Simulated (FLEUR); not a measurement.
# Nickel: energy against a fixed spin moment, part 2 of 2

Wanted: E(M) for Nickel, with its minima.

FLEUR MaX-R8.1; PBEsol; all-electron FLAPW, Dirac cores, scalar-relativistic bands.

So far, magnetization (μB): step 2 (the free run) 0.607; step 4 (with continued, fixed moment 0.604 μB a cell) 0.604.

### Step 5. Moment fixed at 0.755 μB

The input, inp.xml:

```
<?xml version="1.0" encoding="UTF-8" standalone="no"?>
<fleurInput fleurInputVersion="0.39">
   <comment>
      Ni
   </comment>
   <calculationSetup>
      <cutoffs Kmax="3.96" Gmax="13.9" GmaxXC="13.9" numbands="0"/>
      <scfLoop itmax="90" minDistance="0.00002" maxIterBroyd="6" imix="Anderson" alpha="0.05" precondParam="0.0" spinf="2.0" sdNocoIR="T"/>
      <coreElectrons ctail="T" frcor="F" kcrel="0" coretail_lmax="0"/>
      <xcFunctional name="PBEs" relativisticCorrections="F"/>
      <magnetism jspins="2" fixed_moment="0.755"/>
      <soc l_soc="F" theta="0.0" phi="0.0" spav="F"/>
      <expertModes spex="0" secvar="F"/>
      <geometryOptimization l_f="F" forcealpha="1.0" forcemix="BFGS" epsdisp="0.00001" epsforce="0.00001"/>
      <ldaU l_linMix="F" mixParam="0.05" spinf="1.0"/>
   </calculationSetup>
   <cell>
      <bzIntegration valenceElectrons="18.0" mode="hist" fermiSmearingEnergy="0.00293995">
         <kPointListSelection listName="default-1"/>
         <xi:include xmlns:xi="http://www.w3.org/2001/XInclude" href="kpts.xml"> </xi:include>
      </bzIntegration>
      <xi:include xmlns:xi="http://www.w3.org/2001/XInclude" href="sym.xml"> </xi:include>
      <bulkLattice scale="1.0">
         <bravaisMatrix>
            <row-1>    0.0000000000000000     3.3295745993471009     3.3295745993471009</row-1>
            <row-2>    3.3295745993471009     0.0000000000000000     3.3295745993471009</row-2>
            <row-3>    3.3295745993471009     3.3295745993471009     0.0000000000000000</row-3>
         </bravaisMatrix>
      </bulkLattice>
   </cell>
   <atomSpecies>
      <species name="Nickel (Ni1.000" element="Ni" atomicNumber="28">
         <mtSphere radius="2.3" gridPoints="761" logIncrement="0.016"/>
         <atomicCutoffs lmax="8" lnonsphr="6"/>
         <electronConfig flipSpins="F">
            <coreConfig>(1s1/2) (2s1/2) (2p1/2) (2p3/2)</coreConfig>
            <valenceConfig>(3s1/2) (3p1/2) (3p3/2) (4s1/2) (3d3/2) (3d5/2)</valenceConfig>
            <stateOccupation state="(3d3/2)" spinUp="1.6" spinDown="1.6"/>
            <stateOccupation state="(3d5/2)" spinUp="2.9" spinDown="1.9"/>
         </electronConfig>
         <energyParameters s="4" p="4" d="3" f="4"/>
         <lo type="SCLO" l="0" n="3" eDeriv="0"/>
         <lo type="SCLO" l="1" n="3" eDeriv="0"/>
      </species>
   </atomSpecies>
   <atomGroups>
      <atomGroup species="Nickel (Ni1.000">
         <relPos label="                   1">.0000000000 .0000000000 .0000000000</relPos>
         <force calculate="T" relaxXYZ="TTT"/>
      </atomGroup>
   </atomGroups>
   <output dos="F" band="F" slice="F">
      <bandDOS minEnergy="-.5*Htr" maxEnergy="0.5*Htr" sigma="0.015" storeEVData="T"/>
      <plotting iplot="0" polar="F">
         <plot TwoD="T" vec1="  1.0  0.0  0.0" vec2="  0.0  1.0  0.0" vec3="  0.0  0.0  1.0" zero="  0.0  0.0  0.0" file="plot"/>
      </plotting>
      <moessbauerParams electricFieldGradient="F" isomerShift="F" coreHyperfine="F" valenceHyperfine="F"/>
   </output>
</fleurInput>
```

Command:

```
> OMP_NUM_THREADS=1 mpirun -n 4 fleur_MPI > fleur.log
```

Output:

```text
[banner, memory and clock lines left out]
Welcome to FLEUR        (www.flapw.de)
      MaX-Release 8.1          (www.max-centre.eu)

 ========== k-point set info ==========
 Selected k-point list: default-1
 k-point list type: mesh
 14 x 14 x 14
 Number of k points: 104

 [... set-up left out ...]
 Iteration:     1   Distance:       5.86825034 me/bohr^3
 Iteration:     2   Distance:       5.60634076 me/bohr^3
 Iteration:     3   Distance:       1.61064962 me/bohr^3
 Iteration:     4   Distance:       0.22626581 me/bohr^3
 Iteration:     5   Distance:       0.17121982 me/bohr^3
[...]
<sumOfEigenvalues value="     -871.2769730874">
               <coreElectrons value="-854.8523958677"/>
               <valenceElectrons value="-16.4245772197"/>
            </sumOfEigenvalues>
         [... left out ...]
            <freeEnergy value="-1519.5565406975"/>
            <extrapolationTo0K value="-1519.5559164827"/>
         </totalEnergy>
         <densityConvergence units="me/bohr^3">
            <chargeDensity spin="1" distance="0.0000098764"/>
            <chargeDensity spin="2" distance="0.0000162556"/>
            <overallChargeDensity distance="0.0000183096"/>
            <spinDensity distance="0.0000197062"/>
         </densityConvergence>
      </iteration>
```

Run time: 6.5 s. Hardware: 4 MPI ranks of Arm Neoverse V1, shared host; peak memory 0.16 GiB.

Numbers from this step:

```
magnetization : 0.755 μB
```

Its energy lies +6.8 meV a cell from the free run's.

### Step 6. Moment fixed at 0.453 μB

inp.xml, as its differences from that of step 5:

```diff
@@ -10,3 +10,3 @@
       <xcFunctional name="PBEs" relativisticCorrections="F"/>
-      <magnetism jspins="2" fixed_moment="0.755"/>
+      <magnetism jspins="2" fixed_moment="0.453"/>
       <soc l_soc="F" theta="0.0" phi="0.0" spav="F"/>
```

Output:

```text
[banner, memory and clock lines left out]
Welcome to FLEUR        (www.flapw.de)
      MaX-Release 8.1          (www.max-centre.eu)

 ========== k-point set info ==========
 Selected k-point list: default-1
 k-point list type: mesh
 14 x 14 x 14
 Number of k points: 104

 [... set-up left out ...]
 Iteration:     1   Distance:       6.49367569 me/bohr^3
 Iteration:     2   Distance:       6.21250340 me/bohr^3
 Iteration:     3   Distance:       1.00858487 me/bohr^3
 Iteration:     4   Distance:       0.30644342 me/bohr^3
 Iteration:     5   Distance:       0.33356251 me/bohr^3
[...]
<sumOfEigenvalues value="     -871.2266208238">
               <coreElectrons value="-854.8330889197"/>
               <valenceElectrons value="-16.3935319041"/>
            </sumOfEigenvalues>
         [... left out ...]
            <freeEnergy value="-1519.5564491458"/>
            <extrapolationTo0K value="-1519.5556249206"/>
         </totalEnergy>
         <densityConvergence units="me/bohr^3">
            <chargeDensity spin="1" distance="0.0000030497"/>
            <chargeDensity spin="2" distance="0.0000029074"/>
            <overallChargeDensity distance="0.0000029197"/>
            <spinDensity distance="0.0000051944"/>
         </densityConvergence>
      </iteration>
```

Run time: 6.8 s. Hardware: 4 MPI ranks; peak memory 0.16 GiB; 27 s of CPU time.

Read from the output:

```yaml
magnetization: 0.453 μB
```

Its energy lies +9.3 meV a cell from the free run's.

### Step 7. E(M)

The other moments were run in the same way.

Table of energy over the lowest by total spin moment:

| total spin moment (μB a cell) | energy over the lowest (meV a cell) |
| --- | --- |
| 0.000 | 38.0 |
| 0.151 | 34.4 |
| 0.302 | 24.2 |
| 0.453 | 9.31 |
| 0.604 | 0.0196 |
| 0.607 | 0 |
| 0.755 | 6.82 |
| 0.906 | 46.7 |
| 1.056 | 118 |
| 1.207 | 232 |

Table of moment, largest sphere moment by total spin moment:

| total spin moment (μB a cell) | moment, largest sphere moment (μB) |
| --- | --- |
| 0.000 | 0 |
| 0.151 | 0.159 |
| 0.302 | 0.318 |
| 0.453 | 0.477 |
| 0.604 | 0.631 |
| 0.607 | 0.635 |
| 0.755 | 0.781 |
| 0.906 | 0.921 |
| 1.056 | 1.06 |
| 1.207 | 1.19 |

### Step 8. Results

```
moment of the free run     : 0.607 μB a cell
moment of the lowest point : 0.607 μB a cell
energy of the spinless run : 38.0 meV a cell over the lowest
```

What this shows: The lowest point lies 38.0 meV a cell under the spinless run, in free energy at a smearing of 0.08 eV. The point at zero is the spinless run. Opposed orders, which also have no total moment, were not run.

[Logs and program files are shortened in this print: banners, set-up blocks, solver, clock and traceback lines can be left out without a mark of their own.]

[Logs are printed without paths, hosts, clocks, repeated set-up lines and the standing remarks that a program may print on its own settings, such as how far it seeks lower states.]

[Hosts, paths, dates, database ids (printed as entryN), source tags and the programs' standing remarks are cut or masked in the printed files.]

[Where a cell is said to come from a database of computed structures, the database is the Materials Project.]
